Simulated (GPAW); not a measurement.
# Ballistic transport through a Fe chain with one P atom in line, from relaxation to T(E), part 3 of 3

How well does a Fe chain with one P atom in line conduct once its atoms have relaxed, and how much do cheaper levels lose?

GPAW 26.7.0; GPAW LCAO, PAW setups; relaxation of the junction within the symmetry of its start, lead ends held (the session's first sound run).

So far, conductance (G₀): step 3 (GPAW, dzp, PBE, GPAW) 1.50; step 4 (basis szp(dzp), PBE, GPAW) 1.51; step 5 (basis sz(dzp), PBE, GPAW) 1.18; step 6 (revPBE) 1.50.

## (7) The structure as built: geometry = "as built"

Level of this step: GPAW LCAO, PAW setups; Landauer transmission from Green's functions with principal layers (ASE), zero bias (GPAW).

The dzp basis with PBE on the structure as first built shows what the relaxation was worth.

Input file run.py:

```python
import json
import numpy as np
from ase import Atoms
from ase.transport.calculators import TransportCalculator
from gpaw import GPAW, FermiDirac
from gpaw.lcao.tools import get_lcao_hamiltonian
from scipy.linalg import eigh

# The junction with lead layers at both ends, along the third cell vector
device = Atoms(
    ['Fe', 'Fe', 'Fe', 'Fe', 'Fe', 'Fe', 'P', 'Fe', 'Fe', 'Fe', 'Fe', 'Fe', 'Fe'],
    positions=[
        [4.50000, 4.50000, 1.13000],
        [4.50000, 4.50000, 3.39000],
        [4.50000, 4.50000, 5.65000],
        [4.50000, 4.50000, 7.91000],
        [4.50000, 4.50000, 10.17000],
        [4.50000, 4.50000, 12.43000],
        [4.50000, 4.50000, 14.54760],
        [4.50000, 4.50000, 16.66520],
        [4.50000, 4.50000, 18.92520],
        [4.50000, 4.50000, 21.18520],
        [4.50000, 4.50000, 23.44520],
        [4.50000, 4.50000, 25.70520],
        [4.50000, 4.50000, 27.96520]],
    cell=[[9.0, 0.0, 0.0], [0.0, 9.0, 0.0], [0.0, 0.0, 29.0952]],
    pbc=True,
    magmoms=[3.0, 3.0, 3.0, 3.0, 3.0, 3.0, 0.0, 3.0, 3.0, 3.0, 3.0, 3.0, 3.0])

# One principal layer of the lead: the first 3 atoms of the device
lead = Atoms(
    ['Fe', 'Fe', 'Fe'],
    positions=[
        [4.50000, 4.50000, 1.13000],
        [4.50000, 4.50000, 3.39000],
        [4.50000, 4.50000, 5.65000]],
    cell=[[9.0, 0.0, 0.0], [0.0, 9.0, 0.0], [0.0, 0.0, 6.78]],
    pbc=True,
    magmoms=[3.0, 3.0, 3.0])

settings = dict(mode='lcao', basis='dzp', xc='PBE', h=0.18,
                occupations=FermiDirac(0.1), maxiter=250,
                mixer=dict(beta=0.05, nmaxold=8, weight=100.0),
                convergence=dict(density=0.0001))
energies = np.arange(-2, 2 + 1e-9, 0.025)
eta = 0.0001
n1, n2 = 1, 1
# k and -k transmit alike, so half of the mesh across the current serves
mesh = [(i, j) for i in range(n1) for j in range(n2) if (i, j) <= (-i % n1, -j % n2)]
weights = np.array([1 if (i, j) == (-i % n1, -j % n2) else 2 for i, j in mesh]) / (n1 * n2)


def ground_state(atoms, size, txt):
    atoms.calc = GPAW(kpts={'size': size, 'gamma': True}, symmetry={'tolerance': 1e-3}, txt=txt, **settings)
    atoms.get_potential_energy()
    return atoms.calc.get_fermi_level()


def blocks(atoms, fermi, points, nz, cells):
    """H - E_F S and S between cell 0 and the cells above it, at each point across the current."""
    kz = np.arange(nz) / nz
    calc = atoms.calc.fixed_density(kpts=[(*k, z) for k in points for z in kz], symmetry='off', txt=None)
    H, S = get_lcao_hamiltonian(calc)
    H = (H - fermi * S).reshape(len(H), len(points), nz, *S.shape[1:])
    S = S.reshape(H.shape[1:])
    phases = [np.exp(-2j * np.pi * kz * R) / nz for R in cells]
    return [(np.einsum('skzij,z->ksij', H, p), np.einsum('kzij,z->kij', S, p)) for p in phases]


def pair(a, b):
    return np.block([[a, b], [b.T.conj(), a]])


def count_channels(h, s, cells, nk=240):
    """Half the number of times that the lead's bands cross each energy, unfolded to its shortest repeat."""
    b = len(h) // cells
    bands = []
    for k in (np.arange(nk + 1) + 0.5) / nk:
        hk, sk = h[:b, :b].copy(), s[:b, :b].copy()
        for R in range(1, cells):
            phase, block = np.exp(2j * np.pi * k * R), slice(R * b, (R + 1) * b)
            hk += h[:b, block] * phase + (h[:b, block] * phase).T.conj()
            sk += s[:b, block] * phase + (s[:b, block] * phase).T.conj()
        w, u = eigh(sk)
        x = u[:, w > 1e-5] / w[w > 1e-5]**0.5  # drop near-dependent combinations
        bands.append(np.r_[eigh(x.T.conj() @ hk @ x, eigvals_only=True), [1e9] * (w <= 1e-5).sum()])
    below = np.array(bands)[:, :, None] < energies
    return (below[1:] != below[:-1]).sum((0, 1)) / 2


fermi_lead = ground_state(lead, (1, 1, 17), 'lead.txt')
fermi_device = ground_state(device, (1, 1, 3), 'device.txt')
T, channels, eigen, tail, misfit, shifts = [], [], [], 0.0, 0.0, []
for first in range(0, len(mesh), 328):
    points = [(i / n1, j / n2) for i, j in mesh[first:first + 328]]
    (H0k, S0k), (H1k, S1k), (H2k, _) = blocks(lead, fermi_lead, points, 5, range(3))
    [(Hk, Sk)] = blocks(device, fermi_device, points, 2, [0])
    tail = max(tail, abs(H2k).max())
    for H0, S0, H1, S1, H, S in zip(H0k, S0k, H1k, S1k, Hk, Sk):
        n = len(S0)
        # Shift the lead onto the potential of the device's first layer
        shift = ((H[:, 0, 0] - H0[:, 0, 0]) / S0[0, 0]).real.mean()
        shifts.append(shift)
        misfit = max(misfit, abs(H[:, :n, :n] - H0 - shift * S0).max())
        Tk, Ck, Ek = [], [], []
        for s in range(len(H)):
            t = s % len(H0)  # a lead without moments serves both spins
            h1, s1 = pair(H0[t] + shift * S0, H1[t] + shift * S1), pair(S0, S1)
            leads = dict(h1=h1, s1=s1, energies=energies, eta=eta, eta1=eta, eta2=eta)
            calc = TransportCalculator(h=H[s], s=S, eigenchannels=3, **leads)
            Tk.append(calc.get_transmission())
            Ek.append(np.sort(calc.eigenchannels_ne, axis=0)[::-1])
            Ck.append(count_channels(h1, s1, 6))
        T.append(Tk)
        channels.append(Ck)
        eigen.append(Ek)
T, channels = np.array(T), np.array(channels)
mean, open_channels = np.einsum('kse,k->se', T, weights), np.einsum('kse,k->se', channels, weights)

print(f'basis functions: device {len(S)}, principal layer {n}')
print(f'Fermi level: lead {fermi_lead:.4f} eV, device {fermi_device:.4f} eV; lead shifted by {np.mean(shifts):.4f} eV')
print(f'largest coupling past the next layer {tail:.2e} eV, largest misfit of the first layer {misfit:.3f} eV')
print('  E-E_F (eV)   ' + 'T up        T down      channels up  channels down')
for e, t, c in zip(energies, mean.T, open_channels.T):
    print(f'{e:10.3f}  ', *[f'{x:11.4e}' for x in t], *[f'{x:9.4f}' for x in c])

kT = 8.617333e-5 * 300
fine = np.linspace(energies[0], energies[-1], 4001)
both = np.exp(np.interp(fine, energies, np.log(np.maximum(mean.sum(0) * 2 / len(mean), 1e-30))))
fermi = lambda mu: 1 / (1 + np.exp(np.clip((fine - mu) / kT, -200, 200)))
slope = fermi(0) * (1 - fermi(0)) / kT
G = np.trapezoid(both * slope, fine) / 2
seebeck = -np.trapezoid(both * slope * fine, fine) / (2 * G * 300) * 1e6
print(f'conductance at 300 K: {G:.5g} G0 a cell; thermopower {seebeck:.4g} uV/K')
bias = [0.1, 0.2, 0.5, 1.0, 1.5, 2.0]
current = [38.74 * np.trapezoid(both * (fermi(V / 2) - fermi(-V / 2)), fine) for V in bias]
for V, I in zip(bias, current):
    print(f'current from the zero-bias T(E) at {V} V: {I:.5g} uA')
zero = abs(energies).argmin()
json.dump(dict(energies=energies.tolist(), T=mean.tolist(), channels=open_channels.tolist(), G=G, seebeck=seebeck,
               bias=bias, current=current, tail=tail, misfit=misfit, shift=np.mean(shifts), n_device=len(S), n_lead=n,
               fermi=[fermi_lead, fermi_device], energy=device.get_potential_energy(),
               moments=device.get_magnetic_moments().tolist(), mesh=mesh, weights=weights.tolist(),
               T_k=T[:, :, zero].tolist(), eigen=np.array(eigen[0]).tolist()), open('result.json', 'w'))
```

On the command line:

```bash
> OMP_NUM_THREADS=1 OPENBLAS_NUM_THREADS=1 python run.py
```

The program printed:

```text
basis functions: device 193, principal layer 45
Fermi level: lead -1.7343 eV, device -1.9473 eV; lead shifted by 0.0155 eV
largest coupling past the next layer 5.77e-05 eV, largest misfit of the first layer 0.109 eV
  E-E_F (eV)   T up        T down      [channel counts left out]
    -2.000    2.3182e+00  3.9406e-01
    -1.975    2.3146e+00  3.9367e-01
    -1.950    2.3099e+00  3.9325e-01
[...]
1.975    3.1550e-01  3.2050e-01
     2.000    3.1473e-01  3.1808e-01
conductance at 300 K: 1.5407 G0 a cell; thermopower 0.2436 uV/K
current from the zero-bias T(E) at 0.1 V: 11.937 uA
current from the zero-bias T(E) at 0.2 V: 23.871 uA
current from the zero-bias T(E) at 0.5 V: 59.578 uA
current from the zero-bias T(E) at 1.0 V: 118.44 uA
current from the zero-bias T(E) at 1.5 V: 175.57 uA
current from the zero-bias T(E) at 2.0 V: 229.17 uA
```

Wall time 9.2 min (1 thread of Arm Neoverse V1, shared host); peak memory 1.7 GiB.

This step gave:

- conductance: 1.541 G₀
- largest coupling past the next principal layer: 5.77e-5 eV
- largest misfit of the first principal layer: 0.1091 eV
- shift that aligns the lead: 0.01547 eV
- transmission at the Fermi level, spin up: 0.4864
- transmission at the Fermi level, spin down: 2.596

The conductance, 1.54 G₀, lies 2.8 % above that of the dzp run.

## (8) The ladder

Times are for 1 thread of Arm Neoverse V1, shared host. The runs compared:

```
no.         run  conductance (G₀)     time  memory (GiB)
  1         dzp             1.499  8.4 min           1.7
  2         szp             1.514    3 min           1.6
  3          sz             1.177  6.8 min           1.6
  4  dzp revPBE             1.504  8.4 min           1.7
  5     asbuilt             1.541  9.2 min           1.7
```

## (9) The levels side by side

The curves are compared point by point over the common energies.

This step: comparison of transmission and cost over codes, levels and geometry (GPAW 26.7.0).

Ladder, by row:

```
      step  code  T at the Fermi level (sum over the listed spins)  conductance (G0)  r.m.s. T(E) from the first  wall time (s)  peak memory (GiB)  threads
       dzp  GPAW                                             2.999             1.499                           0          504.1               1.72        1
       szp  GPAW                                              3.03             1.514                      0.5293          181.7               1.65        1
        sz  GPAW                                              2.36             1.177                      0.7841          407.7               1.65        1
dzp-revPBE  GPAW                                             3.008             1.504                     0.08694          501.6               1.67        1
   asbuilt  GPAW                                             3.082             1.541                     0.07932          552.3               1.73        1
```

The transmission, zone mean, sum over the listed spins by energy, zero at the Fermi level:

```
energy (eV)    dzp   szp     sz  dzp-revPBE  asbuilt
     -2.000   2.62  2.60   2.43        2.55     2.71
     -1.800   2.60  2.52   2.57        2.52     2.64
     -1.600   2.50  2.30   2.34        2.41     2.48
     -1.400   2.31  1.63   1.41        2.17     2.23
     -1.200   2.98  1.13  0.738        2.63     2.70
     -1.000   2.58  2.64   1.76        2.49     2.53
     -0.800   2.82  3.00   2.25        2.76     2.80
     -0.600   2.96  2.89   2.10        2.96     3.00
     -0.400   3.01  2.89   1.95        3.01     3.07
     -0.250   3.01  2.97   2.02        3.02     3.09
     -0.225   3.01  2.98   2.05        3.02     3.09
     -0.200   3.01  2.99   2.08        3.02     3.09
      0.000   3.00  3.03   2.36        3.01     3.08
      0.175   2.97  3.13   2.48        2.92     3.05
      0.200   2.97  3.04   2.49        2.98     3.05
      0.400   2.92  2.95   2.41        2.93     3.00
      0.600   2.86  2.89   2.27        2.88     2.94
      0.800   2.81  2.83   2.47        2.83     2.86
      1.000   2.75  2.83   2.84        2.77     2.79
      1.200   2.66  3.01   2.93        2.70     2.69
      1.300   2.61  2.99   2.93        2.66     2.63
      1.400   2.54  2.94   2.93        2.60     2.55
      1.600   2.42  2.81   2.86        2.47     2.40
      1.800   1.98  2.66   2.81        2.09     1.84
      2.000  0.637  1.38   1.44       0.634    0.633
```

## (10) Mixing 0.15, potential alignment off: beta = 0.15, nmaxold = 5, align = false and xc = "LDA"

Mixing changes the road to self-consistency, not its end. The mixing history changes the road to self-consistency, not its end. Without the shift, lead and junction are matched by their Fermi levels alone. The functional moves levels against the Fermi level.

This step: GPAW LCAO, PAW setups; Landauer transmission from Green's functions with principal layers (ASE), zero bias (GPAW 26.7.0).

run.py: that of step 7 with these lines changed.

```diff
@@ -17,5 +17,5 @@
         [4.50000, 4.50000, 10.17000],
-        [4.50000, 4.50000, 12.43000],
+        [4.50000, 4.50000, 12.41470],
         [4.50000, 4.50000, 14.54760],
-        [4.50000, 4.50000, 16.66520],
+        [4.50000, 4.50000, 16.68050],
         [4.50000, 4.50000, 18.92520],
@@ -40,5 +40,5 @@
 
-settings = dict(mode='lcao', basis='dzp', xc='PBE', h=0.18,
+settings = dict(mode='lcao', basis='dzp', xc='LDA', h=0.18,
                 occupations=FermiDirac(0.1), maxiter=250,
-                mixer=dict(beta=0.05, nmaxold=8, weight=100.0),
+                mixer=dict(beta=0.15, nmaxold=5, weight=100.0),
                 convergence=dict(density=0.0001))
@@ -100,4 +100,4 @@
         n = len(S0)
-        # Shift the lead onto the potential of the device's first layer
-        shift = ((H[:, 0, 0] - H0[:, 0, 0]) / S0[0, 0]).real.mean()
+        # Lead and device are aligned by their Fermi levels alone
+        shift = 0.0
         shifts.append(shift)
```

The program printed:

```text
basis functions: device 193, principal layer 45
Fermi level: lead -2.1691 eV, device -2.3631 eV; lead shifted by 0.0000 eV
largest coupling past the next layer 3.89e-05 eV, largest misfit of the first layer 0.045 eV
  E-E_F (eV)   T up        T down      [channel counts left out]
    -2.000    2.3108e+00  4.0686e-01
    -1.975    2.3112e+00  4.0576e-01
    -1.950    2.3118e+00  4.0466e-01
    -1.925    2.3122e+00  4.0356e-01
    -1.900    2.3124e+00  4.0246e-01
    -1.875    2.3121e+00  4.0136e-01
    -1.850    2.3111e+00  4.0026e-01
    -1.825    2.3095e+00  3.9916e-01
    -1.800    2.3074e+00  3.9805e-01
    -1.775    2.3072e+00  3.9695e-01
    -1.750    2.2821e+00  3.9584e-01
    -1.725    2.2843e+00  3.9471e-01
    -1.700    2.2770e+00  3.9358e-01
    -1.675    2.2673e+00  3.9243e-01
    -1.650    2.2553e+00  3.9126e-01
    -1.625    2.2530e+00  3.9006e-01
[...]
1.825    3.1081e-01  1.5568e+00
     1.850    3.0969e-01  1.4401e+00
     1.875    3.0861e-01  1.3027e+00
     1.900    3.0756e-01  1.1407e+00
     1.925    3.0654e-01  9.4838e-01
     1.950    3.0555e-01  7.1774e-01
     1.975    3.0459e-01  4.3591e-01
     2.000    3.0366e-01  3.3307e-01
conductance at 300 K: 1.535 G0 a cell; thermopower -0.3031 uV/K
current from the zero-bias T(E) at 0.1 V: 11.895 uA
current from the zero-bias T(E) at 0.2 V: 23.781 uA
current from the zero-bias T(E) at 0.5 V: 59.287 uA
current from the zero-bias T(E) at 1.0 V: 118.03 uA
current from the zero-bias T(E) at 1.5 V: 176.08 uA
current from the zero-bias T(E) at 2.0 V: 233.68 uA
```

It took 3.9 min on 1 thread; peak memory 1.5 GiB.

This step gave:

```yaml
conductance: 1.535 G₀
largest_coupling_past_the_next_principal_layer: 3.89e-5 eV
largest_misfit_of_the_first_principal_layer: 0.04524 eV
shift_that_aligns_the_lead: 0 eV
transmission_at_the_fermi_level_spin_up: 0.4938
transmission_at_the_fermi_level_spin_down: 2.561
```

Each spin. Table of transmission, zone mean by energy, zero at the Fermi level:

```
energy (eV)  T, spin up  T, spin down
     -2.000        2.31         0.407
     -1.900        2.31         0.402
     -1.800        2.31         0.398
     -1.700        2.28         0.394
     -1.600        2.23         0.389
     -1.500        2.16         0.383
     -1.400        2.08         0.377
     -1.300        1.98         0.368
     -1.200        1.85         0.356
     -1.100        1.60          2.12
     -1.000        1.05          2.28
     -0.900       0.728          2.40
     -0.800       0.664          2.43
     -0.700       0.625          2.48
     -0.600       0.597          2.52
     -0.500       0.575          2.54
     -0.400       0.557          2.54
     -0.300       0.540          2.55
     -0.200       0.524          2.56
     -0.100       0.508          2.56
      0.000       0.494          2.56
      0.100       0.480          2.58
      0.200       0.466          2.56
      0.300       0.452          2.54
      0.400       0.439          2.52
      0.500       0.426          2.50
      0.600       0.413          2.48
      0.700       0.401          2.46
      0.800       0.390          2.44
      0.900       0.379          2.41
      1.000       0.369          2.37
      1.100       0.359          2.33
      1.200       0.351          2.29
      1.300       0.343          2.23
      1.400       0.335          2.17
      1.500       0.328          2.12
      1.600       0.322          2.07
      1.700       0.317          1.93
      1.800       0.312          1.66
      1.900       0.308          1.14
      2.000       0.304         0.333
```

Not self-consistent under bias; the bias window is split evenly. Current through one cell, from the zero-bias transmission against bias:

```
bias (V)  current through one cell, from the zero-bias transmission (μA)
   0.100                                                            11.9
   0.200                                                            23.8
   0.500                                                            59.3
   1.000                                                             118
   1.500                                                             176
   2.000                                                             234
```

Table of transmission of the three most open eigenchannels by energy, zero at the Fermi level:

```
energy (eV)  channel 1 up  channel 2 up  channel 3 up  channel 1 down  channel 2 down  channel 3 down
     -2.000         0.872         0.718         0.718           0.407               0               0
     -1.800         0.878         0.713         0.713           0.398               0               0
     -1.600         0.871         0.677         0.677           0.389               0               0
     -1.400         0.893         0.588         0.588           0.377               0               0
     -1.200         0.956         0.441         0.441           0.356          2.1e-8          2.1e-8
     -1.000         0.871        0.0903        0.0903           0.916           0.916           0.444
     -0.800         0.664       1.7e-12       1.7e-12           0.904           0.904           0.616
     -0.600         0.597             0             0           0.935           0.935           0.637
     -0.400         0.557             0             0           0.957           0.957           0.620
     -0.200         0.524             0             0           0.971           0.971           0.603
      0.000         0.494             0             0           0.979           0.979           0.592
      0.200         0.466             0             0           0.981           0.981           0.573
      0.400         0.439             0             0           0.980           0.980           0.549
      0.600         0.413             0             0           0.977           0.977           0.519
      0.800         0.390             0             0           0.973           0.973           0.481
      1.000         0.369             0             0           0.965           0.965           0.433
      1.200         0.351             0             0           0.949           0.949           0.382
      1.400         0.335             0             0           0.920           0.920           0.322
      1.600         0.322             0             0           0.855           0.855           0.354
      1.800         0.312             0             0           0.652           0.652           0.351
      2.000         0.304             0             0           0.333          2.7e-8          2.7e-8
```

Site moment by atom:

```
atom  site moment (μB)
 Fe1              3.10
 Fe2              3.09
 Fe3              3.09
 Fe4              3.09
 Fe5              3.02
 Fe6              2.54
  P7             -0.21
 Fe8              2.54
 Fe9              3.02
Fe10              3.09
Fe11              3.09
Fe12              3.09
Fe13              3.10
```

The conductance, 1.54 G₀, lies 2.4 % above that of the dzp run.

## (11) What came out

- conductance: 1.50 G₀
- transmission at the Fermi level, mean of the spins: 1.50

In words: In the dzp basis the junction conducts 1.50 G₀ at 300 K, with T = 1.50 as the mean of the two spins at the Fermi level; the szp basis reaches that conductance within 10 %. Relaxation moved atoms by up to 0.015 Å and took the conductance from 1.54 to 1.50 G₀, as a ratio a smaller change than the step from dzp to the minimal basis. The current is spin polarised: -67 % at the Fermi level, counted as (up - down)/(up + down). Measured against the first run (dzp), the nearest curve is that of asbuilt (r.m.s. 0.079) and the farthest that of sz (0.78). Over the compared runs wall time goes from 182 s (szp) to 552 s (asbuilt), on a shared host. The leads kept an estimated spacing and the cell its length, so the junction may be under some tension or compression. The geometry comes from the orbital basis, which tends to overbind, and kept the symmetry of the start, so a structure of lower symmetry may lie lower. The moments started parallel, and no other order was tried; chains of Cr or Mn atoms, among others, may prefer antiparallel neighbours. An evenly spaced straight chain is an idealisation: free chains tend to dimerise, zigzag or, where a band edge lies near the Fermi level, turn magnetic. The currents use the zero-bias T(E) throughout, which holds only while the bias is small against the distance to the nearest feature. One magnetic start was tried; another order may lie lower. The thermopower isn't quoted: it samples T(E) farther from the Fermi level than the conductance does, and the energy grid wasn't tested for it.

[Logs are printed without paths, hosts, clocks, repeated set-up lines and the standing remarks that a program may print on its own settings, such as how far it seeks lower states.]

[Hosts, paths, dates, database ids (printed as entryN), source tags and the programs' standing remarks are cut or masked in the printed files.]
